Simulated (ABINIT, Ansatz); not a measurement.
# SrSiS3 (Pm-3m): zone-centre phonons, part 2 of 5

Wanted: the vibrations of SrSiS3 (Pm-3m) at Γ, by two programs.

ABINIT 10.8.3; DFT PBEsol, scalar-relativistic, plane waves, PseudoDojo norm-conserving pseudopotentials.

So far. Step 2 (Relaxation): The volume changes by +0.7 % from the cell with which this run began. The relaxed cell has a = 4.624 Å (conventional setting).

The structure was built from a prototype and need not be the compound's stable phase.

## 4. Linear response at Γ

At q = 0 one unit cell holds all displacements. The response is solved for single atoms along the cell's directions, and symmetry skips those that follow from others. The crystal is treated as a metal, which screens a static field, so no field response is asked.

File dfpt_gamma.abi:

```

# common to the responses
getwfk_filepath "gso_WFK"
kptopt 2
nqpt 1
qpt 0.0 0.0 0.0
asr 0
chneut 0

# displacements
rfphon 1
rfatpol 1 5
rfdir 1 1 1
tolvrs 1.0d-10
prtwf 0

# basis, mesh and filling
ecut 28.0
ngkpt 8 8 8
nshiftk 1
shiftk 0.0 0.0 0.0
istwfk *1
occopt 3
tsmear 0.01
nband 24
nstep 100
diemac 1000000.0
prtebands 0
prtgsr 0
useylm 1

# cell and atoms
acell 8.737705296 8.737705296 8.737705296
rprim 
    1.0 0.0 0.0
    0.0 1.0 0.0
    0.0 0.0 1.0
ntypat 3
znucl 38 14 16
natom 5
typat 1 2 3 3 3
xred 
    0.0 0.0 0.0
    0.5 0.5 0.5
    0.5 0.5 0.0
    0.5 0.0 0.5
    0.0 0.5 0.5
pp_dirpath "./pseudo"
pseudos "Sr.upf, Si.upf, S.upf"
```

The run is started by

```
> OMP_NUM_THREADS=1 mpirun -n 4 abinit dfpt_gamma.abi > dfpt_gamma.log
```

Numbers of over 12 decimals in the logs are rounded to 6 here.

dfpt_gamma.abo, the main output file:

```text
[banners, grids, parts of the stress and lines that vanish by symmetry left out]
- input  file    -> dfpt_gamma.abi
- output file    -> dfpt_gamma.abo
- root for input  files -> dfpt_gammai
- root for output files -> dfpt_gammao

 Symmetries : space group Pm -3 m (#221); Bravais cP (primitive cubic)
================================================================================
 Values of the parameters that define the memory need of the present run (RF).
     intxc =       0      iscf =       7    lmnmax =      18     lnmax =       6
     mgfft =      45  mpssoang =       3    mqgrid =    3001     natom =       5
  nloc_mem =       1    nspden =       1   nspinor =       1    nsppol =       1
      nsym =      48    n1xccc =    2501    ntypat =       3    occopt =       3
   xclevel =       2
-    mband =          24        mffmem =           1         mkmem =          65
-   mkqmem =          65        mk1mem =          65           mpw =        4761
      nfft =       91125          nkpt =         260
- my_mband =          24
================================================================================
================================================================================

--------------------------------------------------------------------------------
------------- Echo of variables that govern the present computation ------------
--------------------------------------------------------------------------------
-
- outvars: echo of selected default values
-   iomode0 =  0 , fftalg0 =312 , wfoptalg0 =  0
-
- outvars: echo of global parameters not present in the input file
-  max_nthreads =    1
-
 -outvars: echo values of preprocessed input variables
 [... echo left out ...]
================================================================================

 chkinp: Checking input parameters for consistency.

[...]
== DATASET  1 ==================================================================
-   mpi_nproc: 4, omp_nthreads: 1 (-1 if OMP is not activated)

--- !DatasetInfo
iteration_state: {dtset: 1, }
dimensions: {natom: 5, nkpt: 260, mband: 24, nsppol: 1, nspinor: 1, nspden: 1, mpw: 4761, }
cutoff_energies: {ecut:  28.0, pawecutdg:  -1.0, }
electrons: {nelect:   3.20000000E+01, charge:   0.00000000E+00, occopt:   3.00000000E+00, tsmear:   1.00000000E-02, }
meta: {optdriver: 1, rfphon: 1, }
...

 mkfilename: getwfk from: gso_WFK

 Real(R)+Recip(G) space primitive vectors, cartesian coordinates (Bohr,Bohr^-1):
 R(1)=  8.7377053  0.0000000  0.0000000  G(1)=  0.1144465  0.0000000  0.0000000
 R(2)=  0.0000000  8.7377053  0.0000000  G(2)=  0.0000000  0.1144465  0.0000000
 R(3)=  0.0000000  0.0000000  8.7377053  G(3)=  0.0000000  0.0000000  0.1144465
 Unit cell volume ucvol=  6.6710190E+02 bohr^3
 Angles (23,13,12)=  9.00000000E+01  9.00000000E+01  9.00000000E+01 degrees
 setup1 : take into account q-point for computing boxcut.

 getcut: wavevector=  0.0000  0.0000  0.0000  ngfft=  45  45  45
         ecut(hartree)=     28.000   => boxcut(ratio)=   2.11403

--- Pseudopotential description ------------------------------------------------
- pspini: atom type   1  psp file is ./pseudo/Sr.upf

- pspini: atom type   2  psp file is ./pseudo/Si.upf

- pspini: atom type   3  psp file is ./pseudo/S.upf

   1.48750145E+03                                ecore*ucvol(ha*bohr**3)
--------------------------------------------------------------------------------

 ==>  initialize data related to q vector <==

 The list of irreducible perturbations for this q vector is:
    1)    idir= 1    ipert=   1
    2)    idir= 1    ipert=   2
    3)    idir= 1    ipert=   3
    4)    idir= 3    ipert=   3

[...]
The perturbation idir=   2  ipert=   1 is
 symmetric of a previously calculated perturbation.
 So, its SCF calculation is not needed.

 The perturbation idir=   3  ipert=   1 is
 symmetric of a previously calculated perturbation.
 So, its SCF calculation is not needed.

 The perturbation idir=   2  ipert=   2 is
 symmetric of a previously calculated perturbation.
 So, its SCF calculation is not needed.

 The perturbation idir=   3  ipert=   2 is
 symmetric of a previously calculated perturbation.
 So, its SCF calculation is not needed.

[...]
The perturbation idir=   2  ipert=   5 is
 symmetric of a previously calculated perturbation.
 So, its SCF calculation is not needed.

 The perturbation idir=   3  ipert=   5 is
 symmetric of a previously calculated perturbation.
 So, its SCF calculation is not needed.

--------------------------------------------------------------------------------
 Perturbation wavevector (in red.coord.)   0.000000  0.000000  0.000000
 Perturbation : displacement of atom   1   along direction   1
 Found     8 symmetries that leave the perturbation invariant.

[...]
dfpt_looppert : total number of electrons, from k and k+q
  fully or partially occupied states are    3.200000E+01 and    3.200000E+01.
 Initialisation of the first-order wave-functions :
  ireadwf=   0

--- !BeginCycle
iteration_state: {dtset: 1, }
solver: {iscf: 7, nstep: 100, nline: 4, wfoptalg: 0, }
tolerances: {tolvrs: 1.00E-10, }
...

     iter   2DEtotal(Ha)        deltaE(Ha) residm    vres2
-ETOT  1   2.853780     -1.901E+03 9.379E+00 2.956E+03
 ETOT  2   1.010670     -1.843E+00 6.419E-01 5.285E+01
 ETOT  3  0.983543     -2.713E-02 1.504E-01 2.680E+01
 ETOT  4  0.977798     -5.745E-03 3.612E-02 1.001E-01
 ETOT  5  0.977763     -3.462E-05 1.559E-02 1.044E-02
[...]
At SCF step   11       vres2   =  7.76E-12 < tolvrs=  1.00E-10 =>converged.
[...]
Mean square residual over all n,k,spin=   78.759E-08; max=  93.526E-05

 Thirteen components of 2nd-order total energy (hartree) are
 1,2,3: 0th-order hamiltonian combined with 1st-order wavefunctions
     kin0=   1.40172869E+03 eigvalue=   1.93921832E+02  local=  -1.25269536E+03
 4,5,6: 1st-order hamiltonian combined with 1st and 0th-order wfs
 loc psp =  -1.60691673E+03  Hartree=   5.45064718E+02     xc=  -1.41742000E+02
 note that "loc psp" includes a xc core correction that could be resolved
 7,8,9: eventually, occupation + non-local contributions
    edocc=   1.87215253E+02     enl0=   9.69309766E+02   enl1=  -2.19868906E+03
 1-9 gives the relaxation energy (to be shifted if some occ is /=2.0)
   erelax=  -1.90280290E+03
 10,11,12 Non-relaxation  contributions : frozen-wavefunctions and Ewald
 fr.local=   7.14382626E+02 fr.nonlo=   1.10085947E+03  Ewald=   1.05466345E+02
 13,14 Frozen wf xc core corrections (1) and (2)
 frxc 1  =  -2.25392292E+02  frxc 2 =   2.08464508E+02
 Resulting in :
 2DEtotal=    0.9777597702E+00 Ha. Also 2DEtotal=    0.266061987634E+02 eV
    (2DErelax=   -1.9028028967E+03 Ha. 2DEnonrelax=    1.9037806564E+03 Ha)
    (  non-var. 2DEtotal :    9.7776032143E-01 Ha)

[...]
Perturbation wavevector (in red.coord.)   0.000000  0.000000  0.000000
 Perturbation : displacement of atom   2   along direction   1
 Found     8 symmetries that leave the perturbation invariant.

[...]
dfpt_looppert : total number of electrons, from k and k+q
  fully or partially occupied states are    3.200000E+01 and    3.200000E+01.
 Initialisation of the first-order wave-functions :
  ireadwf=   0

--- !BeginCycle
iteration_state: {dtset: 1, }
solver: {iscf: 7, nstep: 100, nline: 4, wfoptalg: 0, }
tolerances: {tolvrs: 1.00E-10, }
...

     iter   2DEtotal(Ha)        deltaE(Ha) residm    vres2
-ETOT  1   1.678943     -1.231E+02 7.690E-01 3.700E+03
[...]
At SCF step   11       vres2   =  1.70E-11 < tolvrs=  1.00E-10 =>converged.
[...]
Mean square residual over all n,k,spin=   70.331E-09; max=  86.638E-06

 Thirteen components of 2nd-order total energy (hartree) are
 1,2,3: 0th-order hamiltonian combined with 1st-order wavefunctions
     kin0=   1.07615947E+02 eigvalue=  -2.49305261E+00  local=  -6.11095392E+01
 4,5,6: 1st-order hamiltonian combined with 1st and 0th-order wfs
 loc psp =  -8.73323686E+01  Hartree=   3.26040501E+01     xc=  -8.24872347E+00
 note that "loc psp" includes a xc core correction that could be resolved
 7,8,9: eventually, occupation + non-local contributions
    edocc=   8.12396693E+00     enl0=   4.79460876E+01   enl1=  -1.61545104E+02
 1-9 gives the relaxation energy (to be shifted if some occ is /=2.0)
   erelax=  -1.24438736E+02
 10,11,12 Non-relaxation  contributions : frozen-wavefunctions and Ewald
 fr.local=  -1.63138549E+01 fr.nonlo=   9.02558652E+01  Ewald=   5.36919577E+01
 13,14 Frozen wf xc core corrections (1) and (2)
 frxc 1  =  -1.04851831E+01  frxc 2 =   7.59618617E+00
 Resulting in :
 2DEtotal=    0.3062350385E+00 Ha. Also 2DEtotal=    0.833307991491E+01 eV
    (2DErelax=   -1.2443873604E+02 Ha. 2DEnonrelax=    1.2474497108E+02 Ha)
    (  non-var. 2DEtotal :    3.0623471472E-01 Ha)

[...]
Perturbation wavevector (in red.coord.)   0.000000  0.000000  0.000000
 Perturbation : displacement of atom   3   along direction   1
 Found     4 symmetries that leave the perturbation invariant.

[...]
dfpt_looppert : total number of electrons, from k and k+q
  fully or partially occupied states are    3.200000E+01 and    3.200000E+01.
 Initialisation of the first-order wave-functions :
  ireadwf=   0

--- !BeginCycle
iteration_state: {dtset: 1, }
solver: {iscf: 7, nstep: 100, nline: 4, wfoptalg: 0, }
tolerances: {tolvrs: 1.00E-10, }
...

     iter   2DEtotal(Ha)        deltaE(Ha) residm    vres2
-ETOT  1   1.465786     -5.552E+02 1.658E+00 1.994E+03
[...]
At SCF step   11       vres2   =  3.07E-11 < tolvrs=  1.00E-10 =>converged.
[...]
Mean square residual over all n,k,spin=   57.693E-08; max=  10.462E-04

 Thirteen components of 2nd-order total energy (hartree) are
 1,2,3: 0th-order hamiltonian combined with 1st-order wavefunctions
     kin0=   4.98617702E+02 eigvalue=  -1.98007846E+01  local=  -3.47413879E+02
 4,5,6: 1st-order hamiltonian combined with 1st and 0th-order wfs
 loc psp =  -4.05704134E+02  Hartree=   1.54657385E+02     xc=  -4.31032547E+01
 note that "loc psp" includes a xc core correction that could be resolved
 7,8,9: eventually, occupation + non-local contributions
    edocc=   2.34185168E+01     enl0=   2.89736312E+02   enl1=  -7.06519860E+02
 1-9 gives the relaxation energy (to be shifted if some occ is /=2.0)
   erelax=  -5.56111997E+02
 10,11,12 Non-relaxation  contributions : frozen-wavefunctions and Ewald
 fr.local=   1.63870329E+02 fr.nonlo=   3.60995417E+02  Ewald=   4.53757073E+01
 13,14 Frozen wf xc core corrections (1) and (2)
 frxc 1  =  -6.51638734E+01  frxc 2 =   5.16170925E+01
 Resulting in :
 2DEtotal=    0.5826751663E+00 Ha. Also 2DEtotal=    0.158553990066E+02 eV
    (2DErelax=   -5.5611199713E+02 Ha. 2DEnonrelax=    5.5669467229E+02 Ha)
    (  non-var. 2DEtotal :    5.8267517818E-01 Ha)

[...]
Perturbation wavevector (in red.coord.)   0.000000  0.000000  0.000000
 Perturbation : displacement of atom   3   along direction   3
 Found     8 symmetries that leave the perturbation invariant.

--------------------------------------------------------------------------------

--------------------------------------------------------------------------------

 dfpt_looppert : total number of electrons, from k and k+q
  fully or partially occupied states are    3.200000E+01 and    3.200000E+01.
 Initialisation of the first-order wave-functions :
  ireadwf=   0

--- !BeginCycle
iteration_state: {dtset: 1, }
solver: {iscf: 7, nstep: 100, nline: 4, wfoptalg: 0, }
tolerances: {tolvrs: 1.00E-10, }
...

     iter   2DEtotal(Ha)        deltaE(Ha) residm    vres2
-ETOT  1   9.660511     -5.416E+02 4.783E+00 1.047E+04
[...]
ETOT 10   5.885793     -3.445E-11 8.528E-04 7.453E-10
 ETOT 11   5.885793      1.876E-11 1.720E-03 1.773E-11

 At SCF step   11       vres2   =  1.77E-11 < tolvrs=  1.00E-10 =>converged.
[...]
Mean square residual over all n,k,spin=   10.857E-07; max=  17.198E-04

 Thirteen components of 2nd-order total energy (hartree) are
 1,2,3: 0th-order hamiltonian combined with 1st-order wavefunctions
     kin0=   4.77101735E+02 eigvalue=  -1.20038750E+01  local=  -3.13801798E+02
 4,5,6: 1st-order hamiltonian combined with 1st and 0th-order wfs
 loc psp =  -4.39702253E+02  Hartree=   1.65527695E+02     xc=  -4.09310639E+01
 note that "loc psp" includes a xc core correction that could be resolved
 7,8,9: eventually, occupation + non-local contributions
    edocc=   3.43165157E+01     enl0=   2.35211166E+02   enl1=  -6.51138497E+02
 1-9 gives the relaxation energy (to be shifted if some occ is /=2.0)
   erelax=  -5.45420375E+02
 10,11,12 Non-relaxation  contributions : frozen-wavefunctions and Ewald
 fr.local=   1.02745120E+02 fr.nonlo=   3.27474560E+02  Ewald=   1.33604266E+02
 13,14 Frozen wf xc core corrections (1) and (2)
 frxc 1  =  -6.55318051E+01  frxc 2 =   5.30140267E+01
 Resulting in :
 2DEtotal=    0.5885792873E+01 Ha. Also 2DEtotal=    0.160160583237E+03 eV
    (2DErelax=   -5.4542037481E+02 Ha. 2DEnonrelax=    5.5130616768E+02 Ha)
    (  non-var. 2DEtotal :    5.8857927323E+00 Ha)

[...]
---- first-order wavefunction calculations are completed ----

 ==> Compute Derivative Database <==

 [... matrices left out ...]
  Phonon wavevector (reduced coordinates) :  0.00000  0.00000  0.00000
 Phonon energies in Hartree :
  -5.080016E-04 -5.080016E-04 -5.080016E-04 -2.585876E-05 -2.585876E-05
  -2.585876E-05  2.718565E-04  2.718565E-04  2.718565E-04  3.670471E-04
   3.670471E-04  3.670471E-04  1.337401E-03  1.337401E-03  1.337401E-03
 Phonon frequencies in cm-1    :
- -1.114935E+02 -1.114935E+02 -1.114935E+02 -5.675342E+00 -5.675342E+00
- -5.675342E+00  5.966561E+01  5.966561E+01  5.966561E+01  8.055753E+01
-  8.055753E+01  8.055753E+01  2.935257E+02  2.935257E+02  2.935257E+02

== END DATASET(S) ==============================================================
================================================================================

 -outvars: echo values of variables after computation
            acell      8.7377052960E+00  8.7377052960E+00  8.7377052960E+00 Bohr
           etotal      5.8857928732E+00
            fcart      0.0000000000E+00  0.0000000000E+00  0.0000000000E+00
           strten      0.0000000000E+00  0.0000000000E+00  0.0000000000E+00
================================================================================
```

It took 4.9 min on 4 MPI ranks of Intel Xeon 6975P-C (Granite Rapids), shared host.

Read from the output:

| Quantity | Value |
| --- | --- |
| largest acoustic frequency at the zone centre before the sum rule | -5.68 cm⁻¹ |
| highest optical zone-centre mode (no LO-TO term) | 293.5 cm⁻¹ |
| lowest optical zone-centre mode | -111.5 cm⁻¹ |

The acoustic modes at Γ come out as far as 5.7 cm⁻¹ from zero, where they should vanish, a small numerical error. The lowest optical mode is imaginary, 111i cm⁻¹, an instability at this level and on this k mesh.

[end of part 2 of 5]

[Host names and launcher messages were left out of these logs when they were recorded.]

[Logs are printed without paths, hosts, clocks, repeated set-up lines and the standing remarks that a program may print on its own settings, such as how far it seeks lower states.]

[Hosts, paths, dates, database ids (printed as entryN), source tags and the programs' standing remarks are cut or masked in the printed files.]
